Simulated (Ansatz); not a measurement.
# CeO2 (Fm-3m): bands and screening cutoff converge together, part 2 of 2

Aim: vary empty bands and screening cutoff apart and together in G0W0 on CeO2 (Fm-3m).

Ansatz 0.2.0; G0W0 on PBE, plane waves, PAW; PAW set soft_1. Known limits of the many-body steps: not at the basis limit; f levels unsure; no spin polarisation; f levels unsure; no spin-orbit coupling.

So far. Step 7 (164 empty bands, screening to 150 eV): The G0W0 gap on the mesh is 3.858 eV.

In doubt: the elements are of a kind flagged for part-filled d or f shells, though by formal charges that shell is empty here, so the flag may not apply.

### Step 8. 292 empty bands, screening to 220 eV

The input, input.yaml:

```yaml
crystal:
  lattice:
    - [0.0, 2.70365, 2.70365]
    - [2.70365, 0.0, 2.70365]
    - [2.70365, 2.70365, 0.0]
  atoms:
    - { symbol: Ce, position: [0.0, 0.0, 0.0] }
    - { symbol: O, position: [0.25, 0.25, 0.25] }
    - { symbol: O, position: [0.75, 0.75, 0.75] }
kpoints:
  mp_grid: { grid: [6, 6, 6] }
hamiltonian:
  xc: pbe
  pseudopotentials: { kind: paw, azcp: { folder: soft_1 } }
scf:
  occupations: { method: fixed }
gw:
  n_empty_bands: 292
  ecut_chi: 220
  qp_bands: [v2, c2]
  qp_kpoints: band_edges
  screening: { model: contour_deformation }
```

On the command line:

```console
$ ansatz run input.yaml --threads 3 --pin off --max-ram 92160MiB --backend cuda --events-out ev --progress --plain --runs-dir out --devices 1 --max-vram 13GiB
```

Numbers of over 12 decimals in the logs are rounded to 6 here.

The log of the run:

```text
GPUs: using 1 of 1 available (devices: 1).
[...]
GPU FFT provider: cuFFT
GPU libraries: cuBLAS 13.8.2, cuFFT 12.4.0, cuSOLVER 12.3.4
Crystal: 3 atoms, lattice volume = 39.526 Å³
Basis set: ecut = 420 eV, 749 PW (Γ)
Bands: 16, of which v1, the nominal top of the filled ones, is band 12 counted from 1 (11 counted from 0)
Symmetry: 48 space group operations
[...]
k-points: 16 of 216
[...]
14    14     13.0002   -23.7346   -12.5973   -38.0245  0.5544    14.9628    14.6927  root ?
    15    11     10.0783   -26.0712     3.9334   -22.0263  0.6714     9.9665     9.9669  root
    15    12     10.1820   -26.0898     3.9256   -22.0479  0.6732    10.0652    10.0656  root
    15    13     12.9046   -23.3733   -12.0566   -37.1234  0.5650    14.8461    14.5980  root ?
    15    14     12.9851   -23.8133   -12.5101   -38.0180  0.5553    14.9482    14.6796  root ?
[key lines of the parts left out:]
SCF converged after 8 iterations
Free energy (F): -7716.016495 eV
Fermi energy:    10.732522 eV
```

Elapsed: 30 s, on 1 × NVIDIA H100 80GB HBM3 (shared by 6 runs) with 3 threads of AMD EPYC 7R13 (Zen 3), shared host; peak memory 1.3 GiB.

The G0W0 gap on the mesh is 3.900 eV.

### Step 9. 89 empty bands, screening to 300 eV

Changes to input.yaml since step 8:

```diff
@@ -17,4 +17,4 @@
 gw:
-  n_empty_bands: 292
-  ecut_chi: 220
+  n_empty_bands: 89
+  ecut_chi: 300
   qp_bands: [v2, c2]
```

The log of the run:

```text
GPUs: using 1 of 1 available (devices: 1).
[...]
GPU FFT provider: cuFFT
GPU libraries: cuBLAS 13.8.2, cuFFT 12.4.0, cuSOLVER 12.3.4
Crystal: 3 atoms, lattice volume = 39.526 Å³
Basis set: ecut = 420 eV, 749 PW (Γ)
Bands: 16, of which v1, the nominal top of the filled ones, is band 12 counted from 1 (11 counted from 0)
Symmetry: 48 space group operations
[...]
k-points: 16 of 216
[...]
14    14     13.0002   -23.7346   -12.5439   -38.0245  0.5467    15.0602    14.7462  root ?
    15    11     10.0783   -26.0712     4.2455   -22.0263  0.6692    10.2777    10.2789  root
    15    12     10.1820   -26.0898     4.2410   -22.0479  0.6711    10.3798    10.3810  root
    15    13     12.9046   -23.3733   -11.9986   -37.1234  0.5573    14.9454    14.6560  root ?
    15    14     12.9851   -23.8133   -12.4575   -38.0180  0.5475    15.0444    14.7323  root ?
[key lines of the parts left out:]
SCF converged after 8 iterations
Free energy (F): -7716.016495 eV
Fermi energy:    10.732522 eV
```

The job ended after 13 s (1 × NVIDIA H100 80GB HBM3 (shared by 6 runs) with 3 threads; peak memory 1.5 GiB; 20 s of CPU time).

The G0W0 gap on the mesh is 3.656 eV.

### Step 10. 466 empty bands, screening to 300 eV

Changes to input.yaml since step 9:

```diff
@@ -17,3 +17,3 @@
 gw:
-  n_empty_bands: 89
+  n_empty_bands: 466
   ecut_chi: 300
```

The log of the run:

```text
GPUs: using 1 of 1 available (devices: 1).
[...]
GPU FFT provider: cuFFT
GPU libraries: cuBLAS 13.8.2, cuFFT 12.4.0, cuSOLVER 12.3.4
Crystal: 3 atoms, lattice volume = 39.526 Å³
Basis set: ecut = 420 eV, 749 PW (Γ)
Bands: 16, of which v1, the nominal top of the filled ones, is band 12 counted from 1 (11 counted from 0)
Symmetry: 48 space group operations
[...]
k-points: 16 of 216
[...]
14    14     13.0002   -23.7346   -12.6509   -38.0245  0.5513    14.8908    14.6392  root ?
    15    11     10.0783   -26.0712     3.8506   -22.0263  0.6696     9.8828     9.8841  root
    15    12     10.1820   -26.0898     3.8417   -22.0479  0.6715     9.9804     9.9817  root
    15    13     12.9046   -23.3733   -12.1120   -37.1234  0.5618    14.7743    14.5426  root ?
    15    14     12.9851   -23.8133   -12.5643   -38.0180  0.5521    14.8757    14.6255  root ?
[key lines of the parts left out:]
SCF converged after 8 iterations
Free energy (F): -7716.016495 eV
Fermi energy:    10.732522 eV
```

Elapsed: 21 s, on 1 × NVIDIA H100 80GB HBM3 (shared by 6 runs) with 3 threads; peak memory 1.7 GiB.

The G0W0 gap on the mesh is 3.930 eV.

### Step 11. The grid

Start PBE, 6×6×6 mesh. Times are wall times on 1 × NVIDIA H100 80GB HBM3 (shared by 6 runs) with 3 threads of AMD EPYC 7R13 (Zen 3), shared host, good to a factor of about two.

```tsv
cutoff (eV)	plane waves at q = 0	bands summed	gap (eV)	Σc valence (eV)	Σc conduction (eV)	time
50	27	43	4.075	3.81	-10.86	14 s
50	27	176	4.244	3.53	-10.96	21 s
100	89	101	3.811	3.47	-11.46	16 s
100	89	478	3.932	3.30	-11.51	44 s
150	169	43	3.413	4.34	-11.49	12 s
150	169	176	3.858	3.27	-11.62	22 s
220	283	304	3.900	3.11	-11.73	30 s
300	459	101	3.656	3.42	-11.66	13 s
300	459	478	3.930	3.03	-11.78	21 s
```

### Step 12. Summary of results

```
43 bands, 50 eV   : 4.075 eV
176 bands, 50 eV  : 4.244 eV
101 bands, 100 eV : 3.811 eV
478 bands, 100 eV : 3.932 eV
43 bands, 150 eV  : 3.413 eV
176 bands, 150 eV : 3.858 eV
304 bands, 220 eV : 3.900 eV
101 bands, 300 eV : 3.656 eV
478 bands, 300 eV : 3.930 eV
mesh and start    : 6×6×6, PBE
```

**Reading.** At 50 eV, going from 43 to 176 bands moves the gap by +0.17 eV. At 100 eV, going from 101 to 478 bands moves the gap by +0.12 eV. At 150 eV, going from 43 to 176 bands moves the gap by +0.44 eV. At 300 eV, going from 101 to 478 bands moves the gap by +0.27 eV. At 43 bands, raising the cutoff from 50 to 150 eV moves it by −0.66 eV. At 176 bands, raising the cutoff from 50 to 150 eV moves it by −0.39 eV. At 101 bands, raising the cutoff from 100 to 300 eV moves it by −0.16 eV. At 478 bands, raising the cutoff from 100 to 300 eV moves it by −0.001 eV. The 6×6×6 mesh misses a band edge: on 8×8×8 the PBE gap is 1.97 eV, so these values are not the fundamental gap, which lies some 0.11 eV lower. A low cutoff hides what high bands add, so a band series at one cutoff can look settled before the gap is. Empty 4f levels lie among the conduction bands. Their place in the start is unsure; it enters the screening, and the edge itself where they lie low. The runs have no spin polarisation. For a closed low-spin shell that is the natural state; where a d or f shell is open it is a constraint, and the gap is then not the crystal's own. The compound holds f electrons or empty f levels, where one-shot G0W0 is unsure. The many-body steps are scalar-relativistic: spin-orbit coupling is not in them. The program marks a band-edge row as in doubt, so the gap is less sure than its digits.

[Paths, hosts, dates, memory and timing lines, banners, echoed tables and standing remarks are left out of the program output.]

[Logs are printed without paths, hosts, clocks, repeated set-up lines and the standing remarks that a program may print on its own settings, such as how far it seeks lower states.]

[Runs of the session that timed out or met a known fault of the program may be left out.]

[Cells called generated may have been cut or substituted from an entry of the Crystallography Open Database or the Materials Project.]

[Hosts, paths, dates, database ids (printed as entryN), source tags and the programs' standing remarks are cut or masked in the printed files.]
